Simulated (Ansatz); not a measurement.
# The 3-layer 2H-MoS2 (2H stacking) between two gates, part 2 of 4

How do the bands of the 3-layer 2H-MoS2 (2H stacking) follow a displacement field between two gates?

Ansatz 0.2.0; plane-wave DFT, r2SCAN-D4, Ansatz PAW (the session's first sound run).

So far. Step 2 (Relaxing the slab): The lattice constant a goes from 3.180 to 3.174 Å.

### 3. Gated layer, displacement field 0

The slab is cut off from its images along the normal. Two sheets of opposite charge stand for the gates, so the stack stays neutral in a displacement field; barriers ahead of the sheets keep electrons from leaking to them. The uncharged case sets the zero.

The cell differs from the one that the last finished run ended in (c 62.588 → 61.404 Å).

input.yaml

```yaml
crystal:
  lattice:
    - [3.1741942132, 0.0, 0.0]
    - [-1.5870971066, 2.7489328252, 0.0]
    - [0.0, 0.0, 61.404368226]
  atoms:
    - { symbol: S, position: [0.3333333333, 0.6666666667, 0.3729376372] }
    - { symbol: Mo, position: [0.0, 0.0, 0.3982382266] }
    - { symbol: S, position: [0.3333333333, 0.6666666667, 0.4235381573] }
    - { symbol: S, position: [0.0, 0.0, 0.4747058306] }
    - { symbol: Mo, position: [0.3333333333, 0.6666666667, 0.5] }
    - { symbol: S, position: [0.0, 0.0, 0.5252941694] }
    - { symbol: S, position: [0.3333333333, 0.6666666667, 0.5764618427] }
    - { symbol: Mo, position: [0.0, 0.0, 0.6017617734] }
    - { symbol: S, position: [0.3333333333, 0.6666666667, 0.6270623628] }
  periodic: [true, true, false]
  symmetry: { detect: true }
kpoints:
  mp_grid: { grid: [30, 30, 1] }
  band_path:
    path: [[0, 0, 0], [0.5, 0, 0], [0.33333333, 0.33333333, 0], [0, 0, 0]]
    npoints: 16
hamiltonian:
  xc: r2scan
  dispersion: d4
scf:
  occupations: { method: fermi_dirac, width: 0.02585 }
  convergence: { dr2_threshold: 1.0e-10 }
output:
  forces: true
  eigenvalues: true
  dos: { projected: true, e_range: [-3, 3], de: 0.01 }
  write_potential: true
  write_density: true
  volumetric_format: npy
  elf: true
external_charges:
  - { charge: 0, barrier: 10, axis: 3, height: 41.004, sigma: 0.25 }
  - { charge: 0, barrier: 10, axis: 3, height: 20.4, sigma: 0.25 }
```

Launch:

```bash
$ ansatz run input.yaml --threads 4 --pin off --max-ram 12288MiB --backend cpu --events-out ev --progress --plain --runs-dir out
```

Numbers of over 12 decimals in the logs are rounded to 6 here.

Log:

```text
[...]
Crystal: 9 atoms, lattice volume = 535.793 Å³
Basis set: ecut = 500 eV, 13549 PW (Γ), exchange–correlation on 96×96×1800 points (64 copies of the dense FFT grid, shifted against one another)
Bands: 48, of which v1, the nominal top of the filled ones, is band 39 counted from 1 (38 counted from 0)
Symmetry: 6 space group operations
k-points: 91 of 900 (time reversal used)
[...]
SCF iter   1: F=—  HF=-20347.458674 eV  |F-HF|=—  |Δ(HF+E_count)|=         —  Δρ=5.51e-3  dr2=2.32e-1  dr2_τ=1.54e-1  ethr=1.77e-3  ⟨swp⟩=17.5  Hψ=33739  notcnv=0
[...]
SCF iter  14: F=-20347.599113 eV  HF=-20347.599113 eV  |F-HF|=5.46e-11  |Δ(HF+E_count)|=  4.51e-10  Δρ=5.52e-8  dr2=5.30e-11  dr2_τ=1.87e-12  ethr=1.00e-12  ⟨swp⟩=9.1  Hψ=32197  notcnv=0
SCF 1 converged in 14 iterations: F = -20347.599113 eV  dr2 = 5.30e-11
[...]
NSCF: frozen V_eff on 49 k-points
[...]
SCF converged after 14 iterations
Free energy (F): -20347.599113 eV
[...]
Internal energy: -20347.599113 eV  (E = F + TS)
E sigma→0 (E₀):  -20347.599113 eV
Fermi energy:    -4.809836 eV
[...]
--- Forces (eV/Å), atoms and charges each counted from 1 ---
  atom   1  S      0.00000000    -0.00000000     0.07563820
  atom   2  Mo     0.00000000    -0.00000000     0.01109913
  atom   3  S     -0.00000000    -0.00000000     0.00115791
  atom   4  S      0.00000000     0.00000000    -0.00091856
  atom   5  Mo    -0.00000000     0.00000000     0.00000069
  atom   6  S      0.00000000     0.00000000     0.00091796
  atom   7  S      0.00000000    -0.00000000    -0.00115942
  atom   8  Mo     0.00000000    -0.00000000    -0.01110779
  atom   9  S      0.00000000    -0.00000000    -0.07573464
  external charge   1     0.00000000     0.00000000     0.08775743
  external charge   2     0.00000000     0.00000000    -0.08765054
  max |Σ_I F_I| component, the external charges' with the atoms': 3.55e-7 eV/Å
--- Band table (eV; the first three rows and the last of 91) ---
  k-point 0: bands = [... 35 lower, -7.1205, -6.1804, -5.7029, -5.3854, -3.0238, -3.0238, -3.0125, -3.0125, ... 5 higher]
  k-point 1: bands = [... 35 lower, -7.0383, -6.1823, -5.7158, -5.4112, -3.0430, -3.0337, -3.0282, -2.9945, ... 5 higher]
  k-point 2: bands = [... 35 lower, -6.9013, -6.1910, -5.7586, -5.4909, -3.0942, -3.0863, -3.0805, -2.9297, ... 5 higher]
  k-point 90: bands = [... 35 lower, -8.1917, -6.0534, -6.0048, -5.9596, -4.2047, -4.2010, -4.2006, -3.0301, ... 5 higher]
```

Elapsed: 4.8 min, on 4 threads of Intel Xeon Platinum 8259CL at 2.50GHz (Skylake/Cascade Lake), shared host; peak memory 3.3 GiB.

This step gave:

```yaml
gap_on_the_k_mesh: 1.181 eV
gap_along_the_path: 1.181 eV
smallest_direct_gap_along_the_path: 1.755 eV
gap_the_smaller_of_path_and_mesh: 1.181 eV
potential_beyond_the_upper_barrier_and_gate_less_the_barrier_from_the_fermi_level: 4.810 eV
```

Running mean over a fixed 2.6 Å (it still follows the layers) of the planar mean; beyond a gate it holds the 10 eV model barrier. The electron's electrostatic potential energy less the Fermi level by z:

```
z (Å)  electron's electrostatic potential energy less the Fermi level (eV)
    5                                                                 14.8
    6                                                                 14.8
    7                                                                 14.8
    8                                                                 14.8
    9                                                                 14.8
   10                                                                 14.8
   11                                                                 14.8
   12                                                                 14.8
   13                                                                 14.8
   14                                                                 14.8
   15                                                                 14.8
   16                                                                 14.8
   17                                                                 14.8
   18                                                                 14.8
   19                                                                 14.3
   20                                                                 10.9
   21                                                                 6.29
   22                                                               -0.658
   23                                                                -6.71
   24                                                                -11.7
   25                                                                -11.6
   26                                                                -5.99
   27                                                               -0.954
   28                                                               -0.582
   29                                                                -4.67
   30                                                                -11.5
   31                                                                -11.8
   32                                                                -8.07
   33                                                                -1.75
   34                                                               -0.328
   35                                                                -3.21
   36                                                                -10.9
   37                                                                -11.7
   38                                                                -9.87
   39                                                                -2.76
   40                                                                 2.96
   41                                                                 9.71
   42                                                                 13.3
   43                                                                 14.8
   44                                                                 14.8
   45                                                                 14.8
   46                                                                 14.8
   47                                                                 14.8
   48                                                                 14.8
   49                                                                 14.8
   50                                                                 14.8
   51                                                                 14.8
   52                                                                 14.8
   53                                                                 14.8
   54                                                                 14.8
   55                                                                 14.8
   56                                                                 14.8
   57                                                                 14.8
```

The density of states has structure finer than the step of the table below, so its rows give means over 0.2 eV, whole bins alone (the curve runs from -3 to 1.63 eV). Peaks (eV: height): -2.01: 16.9, 1.23: 27.3.

Table of density of states by energy, zero at the Fermi level of the run, which the smearing sets inside the gap; means over each step:

energy (eV), density of states (states/eV a cell) and a bar:
```
     -2.8        7.0 ###############
     -2.6        6.8 ###############
     -2.4        5.9 #############
     -2.2        3.2 #######
     -2.0       11.0 ########################
     -1.8        7.7 ################
     -1.6        5.6 ############
     -1.4        3.8 ########
     -1.2        1.4 ###
     -1.0        0.8 ##
     -0.8        0.3 #
     -0.6        0.2 
     -0.4        0.0 
     -0.2        0.0 
      0.0        0.0 
      0.2        0.0 
      0.4        0.0 
      0.6        0.5 #
      0.8        3.3 #######
      1.0        7.0 ###############
      1.2       14.0 ##############################
      1.4        9.5 ####################
```

Projected DOS per atom over height of the atomic layer and energy from the Fermi level. Layers: S Mo S S Mo S S Mo S from below.

Ten even steps from '_' (0.00 states/eV) to '@' (3.00 states/eV), each cell a mean:
```
--@@::::%%::::@@--
..##..::@@::..##..
..%%....**....%%..
__--__..==..__--__
__..____..____..__
__________________
__________________
__________________
__________________
__________________
__________________
__________________
__________________
__..____..____..__
__--____--____--__
__==____==____==__
..**....**....**..
..**..::++::..**..
::__::..__..::__::
--__----__----__--
--..----..----..--
--..----..----..--
```
Columns: height of the atomic layer (Å) from 22.9 to 38.5 (not evenly spaced); rows upwards: energy from the Fermi level (eV) from -2.98 to 1.62.

Electronic bands along the path, in eV, zero at the Fermi level of the run, which the smearing sets inside the gap:

```
  point  band 36  band 37  band 38  band 39  band 40  band 41  band 42  band 43
      Γ    -2.31    -1.37    -0.89    -0.58     1.79     1.79     1.80     1.80
halfway    -2.31    -1.93    -1.87    -1.85     1.00     1.24     1.30     1.36
      M    -2.21    -1.86    -1.82    -1.79     1.22     1.24     1.25     1.69
halfway    -3.03    -1.57    -1.51    -1.47     1.07     1.10     1.13     2.01
      K    -3.38    -1.24    -1.19    -1.15     0.61     0.61     0.61     1.78
halfway    -2.19    -2.00    -1.98    -1.98     0.70     0.94     1.18     1.41
      Γ    -2.31    -1.37    -0.89    -0.58     1.79     1.79     1.80     1.80
```

Force by atom:

```
atom  x (eV/Å)  y (eV/Å)  z (eV/Å)    size
  S1    0.0000    0.0000    0.0756  0.0756
 Mo2    0.0000    0.0000    0.0111  0.0111
  S3    0.0000    0.0000    0.0012  0.0012
  S4    0.0000    0.0000   -0.0009  0.0009
 Mo5    0.0000    0.0000    0.0000  0.0000
  S6    0.0000    0.0000    0.0009  0.0009
  S7    0.0000    0.0000   -0.0012  0.0012
 Mo8    0.0000    0.0000   -0.0111  0.0111
  S9    0.0000    0.0000   -0.0757  0.0757
```

Valence density in the ca plane at fractional y = 0.667, with atoms of S and Mo within 0.2 Å of it. It is the smooth field of the valence electrons, not physical close to the nuclei.

Values in e/Å³, 5 rows by 16 columns, each cell a mean:
```
0.0 0.0 0.0 0.0 0.0 0.0 0.1 0.2 0.5 0.5 0.2 0.1 0.1 0.5 0.4 0.3
0.0 0.0 0.0 0.0 0.0 0.0 0.1 0.5 0.4 0.5 0.5 0.2 0.1 0.3 0.5 0.6
0.0 0.0 0.0 0.0 0.0 0.0 0.5 0.9 0.6 0.5 0.9 0.5 0.0 0.2 1.6 4.1
0.0 0.0 0.0 0.0 0.0 0.0 0.6 0.8 0.6 0.5 0.8 0.6 0.0 0.1 2.1 5.3
0.0 0.0 0.0 0.0 0.0 0.0 0.2 0.7 0.5 0.4 0.7 0.3 0.1 0.3 0.6 1.4
```
Columns run along c (16.0 Å, from fractional 0.26 to 0.52 of the cell), rows up along a (3.2 Å). Atoms in or near the plane, at fractional coordinates: S at (0.37, 0.33), S at (0.42, 0.33), Mo at (0.50, 0.33).

ELF in the ca plane at fractional y = 0.667, with atoms of S and Mo within 0.2 Å of it. It is the smooth field of the valence electrons, not physical close to the nuclei.

Ten even steps from '0' (0.00) to '9' (0.94), each cell a mean:
```
00000000000000000012331233123321003788764223
00000000000000000012221233112210004788874224
00000000000000013567774222267775201567752222
00000000000000147998888412688899600134424675
00000000000000368996147523672289820001237667
00000000000000369996137523661289920001147657
00000000000000258998788522687799710123325775
00000000000000014678875222368876201466642332
```
Columns run along c (16.0 Å, from fractional 0.26 to 0.52 of the cell), rows up along a (3.2 Å). Atoms in or near the plane, at fractional coordinates: S at (0.37, 0.33), S at (0.42, 0.33), Mo at (0.50, 0.33).

Electrostatic potential energy in the ca plane at fractional y = 0.667, with atoms of S and Mo within 0.2 Å of it. With pseudopotentials it is smooth inside the atoms' cores, unlike the true potential.

Ten even steps from '0' (-52 eV) to '9' (10 eV), each cell a mean:
```
99999999999999888887776544677788888776677777
99999999999999888888776544677788888776677777
99999999999999888877667666676677888877776556
99999999999999888763236777652247888887763002
99999999999999888741213677621225788887740000
99999999999999888741213677622215788887740000
99999999999999888763125777642246888887752001
99999999999999888876666666666677888877766445
```
Columns run along c (16.0 Å, from fractional 0.26 to 0.52 of the cell; values clipped at the 3rd and 97th percentile), rows up along a (3.2 Å). Atoms in or near the plane, at fractional coordinates: S at (0.37, 0.33), S at (0.42, 0.33), Mo at (0.50, 0.33).

The gap, the smaller of path and mesh, is 1.181 eV.

### 4. Gated layer, displacement field 0.543 V/nm

input.yaml, as its differences from that of step 3:

```diff
@@ -31,3 +31,2 @@
   eigenvalues: true
-  dos: { projected: true, e_range: [-3, 3], de: 0.01 }
   write_potential: true
@@ -35,5 +34,6 @@
   volumetric_format: npy
-  elf: true
 external_charges:
   - { charge: 0, barrier: 10, axis: 3, height: 41.004, sigma: 0.25 }
+  - { charge: -0.002618, axis: 3, height: 42.504, sigma: 0.33 }
   - { charge: 0, barrier: 10, axis: 3, height: 20.4, sigma: 0.25 }
+  - { charge: 0.002618, axis: 3, height: 18.9, sigma: 0.33 }
```

Log:

```text
[...]
Crystal: 9 atoms, lattice volume = 535.793 Å³
Basis set: ecut = 500 eV, 13549 PW (Γ), exchange–correlation on 96×96×1800 points (64 copies of the dense FFT grid, shifted against one another)
Bands: 48, of which v1, the nominal top of the filled ones, is band 39 counted from 1 (38 counted from 0)
Symmetry: 6 space group operations
k-points: 91 of 900 (time reversal used)
[...]
SCF iter   1: F=—  HF=-20347.466629 eV  |F-HF|=—  |Δ(HF+E_count)|=         —  Δρ=5.58e-3  dr2=3.24e-1  dr2_τ=1.54e-1  ethr=1.77e-3  ⟨swp⟩=15.9  Hψ=33189  notcnv=0  defer=2
[...]
SCF iter  15: F=-20347.598539 eV  HF=-20347.598539 eV  |F-HF|=5.24e-10  |Δ(HF+E_count)|=  8.00e-11  Δρ=5.30e-8  dr2=6.41e-11  dr2_τ=2.78e-12  ethr=1.00e-12  ⟨swp⟩=23.9  Hψ=41668  notcnv=0
SCF 1 converged in 15 iterations: F = -20347.598539 eV  dr2 = 6.41e-11
[...]
SCF converged after 15 iterations
Free energy (F): -20347.598539 eV
[...]
Internal energy: -20347.598539 eV  (E = F + TS)
E sigma→0 (E₀):  -20347.598539 eV
Fermi energy:    -4.823871 eV
[...]
--- Forces (eV/Å), atoms and charges each counted from 1 ---
  atom   1  S      0.00000000    -0.00000000     0.07811741
  atom   2  Mo     0.00000000    -0.00000000     0.00738794
  atom   3  S      0.00000000    -0.00000000     0.00350061
  atom   4  S      0.00000000     0.00000000     0.00134734
  atom   5  Mo     0.00000000     0.00000000    -0.00466197
  atom   6  S      0.00000000     0.00000000     0.00332789
  atom   7  S      0.00000000    -0.00000000     0.00104298
  atom   8  Mo     0.00000000    -0.00000000    -0.01481471
  atom   9  S      0.00000000    -0.00000000    -0.07312311
  external charge   1     0.00000000     0.00000000     0.08664853
  external charge   2     0.00000000     0.00000000    -0.00007128
  external charge   3     0.00000000     0.00000000    -0.08877479
  external charge   4     0.00000000     0.00000000     0.00007084
  max |Σ_I F_I| component, the external charges' with the atoms': 2.30e-6 eV/Å
--- Band table (eV; the first three rows and the last of 91) ---
  k-point 0: bands = [... 35 lower, -7.1191, -6.1834, -5.7034, -5.3811, -3.0719, -3.0719, -3.0192, -3.0192, ... 5 higher]
  k-point 1: bands = [... 35 lower, -7.0361, -6.1854, -5.7164, -5.4068, -3.0935, -3.0407, -3.0397, -2.9882, ... 5 higher]
  k-point 2: bands = [... 35 lower, -6.8988, -6.1941, -5.7596, -5.4859, -3.1473, -3.0891, -3.0252, -2.9786, ... 5 higher]
  k-point 90: bands = [... 35 lower, -8.1602, -6.0811, -6.0089, -5.9280, -4.2614, -4.2047, -4.1404, -3.0354, ... 5 higher]
```

The job ended after 4.7 min (4 threads; peak memory 3.2 GiB; 18 min of CPU time).

This step gave:

```yaml
gap_on_the_k_mesh: 1.120 eV
gap_along_the_path: 1.120 eV
smallest_direct_gap_along_the_path: 1.667 eV
gap_the_smaller_of_path_and_mesh: 1.120 eV
potential_beyond_the_upper_barrier_and_gate_less_the_barrier_from_the_fermi_level: 5.053 eV
```

Electronic bands along the path, in eV, zero at the Fermi level of the run, which the smearing sets inside the gap:

```
  point  band 36  band 37  band 38  band 39  band 40  band 41  band 42  band 43
      Γ    -2.30    -1.36    -0.88    -0.56     1.75     1.75     1.80     1.80
halfway    -2.29    -1.94    -1.87    -1.80     1.01     1.25     1.29     1.37
      M    -2.17    -1.88    -1.82    -1.74     1.19     1.25     1.32     1.68
halfway    -3.00    -1.58    -1.51    -1.42     1.05     1.11     1.18     2.00
      K    -3.34    -1.26    -1.19    -1.10     0.56     0.62     0.68     1.79
halfway    -2.16    -2.03    -1.98    -1.91     0.71     0.95     1.20     1.40
      Γ    -2.30    -1.36    -0.88    -0.56     1.75     1.75     1.80     1.80
```

Force by atom:

```
atom  x (eV/Å)  y (eV/Å)  z (eV/Å)    size
  S1    0.0000    0.0000    0.0781  0.0781
 Mo2    0.0000    0.0000    0.0074  0.0074
  S3    0.0000    0.0000    0.0035  0.0035
  S4    0.0000    0.0000    0.0013  0.0013
 Mo5    0.0000    0.0000   -0.0047  0.0047
  S6    0.0000    0.0000    0.0033  0.0033
  S7    0.0000    0.0000    0.0010  0.0010
 Mo8    0.0000    0.0000   -0.0148  0.0148
  S9    0.0000    0.0000   -0.0731  0.0731
```

The gap, the smaller of path and mesh, is 1.120 eV.

### 5. Gated layer, displacement field 1.09 V/nm

input.yaml, as its differences from that of step 4:

```diff
@@ -36,4 +36,4 @@
   - { charge: 0, barrier: 10, axis: 3, height: 41.004, sigma: 0.25 }
-  - { charge: -0.002618, axis: 3, height: 42.504, sigma: 0.33 }
+  - { charge: -0.005235, axis: 3, height: 42.504, sigma: 0.33 }
   - { charge: 0, barrier: 10, axis: 3, height: 20.4, sigma: 0.25 }
-  - { charge: 0.002618, axis: 3, height: 18.9, sigma: 0.33 }
+  - { charge: 0.005235, axis: 3, height: 18.9, sigma: 0.33 }
```

Log:

```text
[...]
Crystal: 9 atoms, lattice volume = 535.793 Å³
Basis set: ecut = 500 eV, 13549 PW (Γ), exchange–correlation on 96×96×1800 points (64 copies of the dense FFT grid, shifted against one another)
Bands: 48, of which v1, the nominal top of the filled ones, is band 39 counted from 1 (38 counted from 0)
Symmetry: 6 space group operations
k-points: 91 of 900 (time reversal used)
[...]
--- Band table (eV; the first three rows and the last of 91) ---
  k-point 0: bands = [... 35 lower, -7.1148, -6.1926, -5.7048, -5.3685, -3.1321, -3.1321, -3.0203, -3.0203, ... 5 higher]
  k-point 1: bands = [... 35 lower, -7.0296, -6.1944, -5.7181, -5.3938, -3.1541, -3.1006, -3.0406, -2.9905, ... 5 higher]
  k-point 2: bands = [... 35 lower, -6.8912, -6.2031, -5.7621, -5.4713, -3.2082, -3.0899, -3.0379, -3.0125, ... 5 higher]
  k-point 90: bands = [... 35 lower, -8.1073, -6.1337, -6.0108, -5.8743, -4.3221, -4.2050, -4.0802, -3.0509, ... 5 higher]
[key lines of the parts left out:]
SCF converged after 16 iterations
Free energy (F): -20347.596815 eV
Fermi energy:    -4.846081 eV
```

Run time: 5 min. Hardware: 4 threads; peak memory 3.2 GiB.

The gap, the smaller of path and mesh, is 1.046 eV.

(Continued in part 3 of 4.)

[Logs are printed without paths, hosts, clocks, repeated set-up lines and the standing remarks that a program may print on its own settings, such as how far it seeks lower states.]

[Hosts, paths, dates, database ids (printed as entryN), source tags and the programs' standing remarks are cut or masked in the printed files.]

[Maps of the electrostatic potential energy from Ansatz leave out the sawtooth potential of an applied field or a dipole correction, so their vacuum need not be flat; planar profiles and work functions include it.]
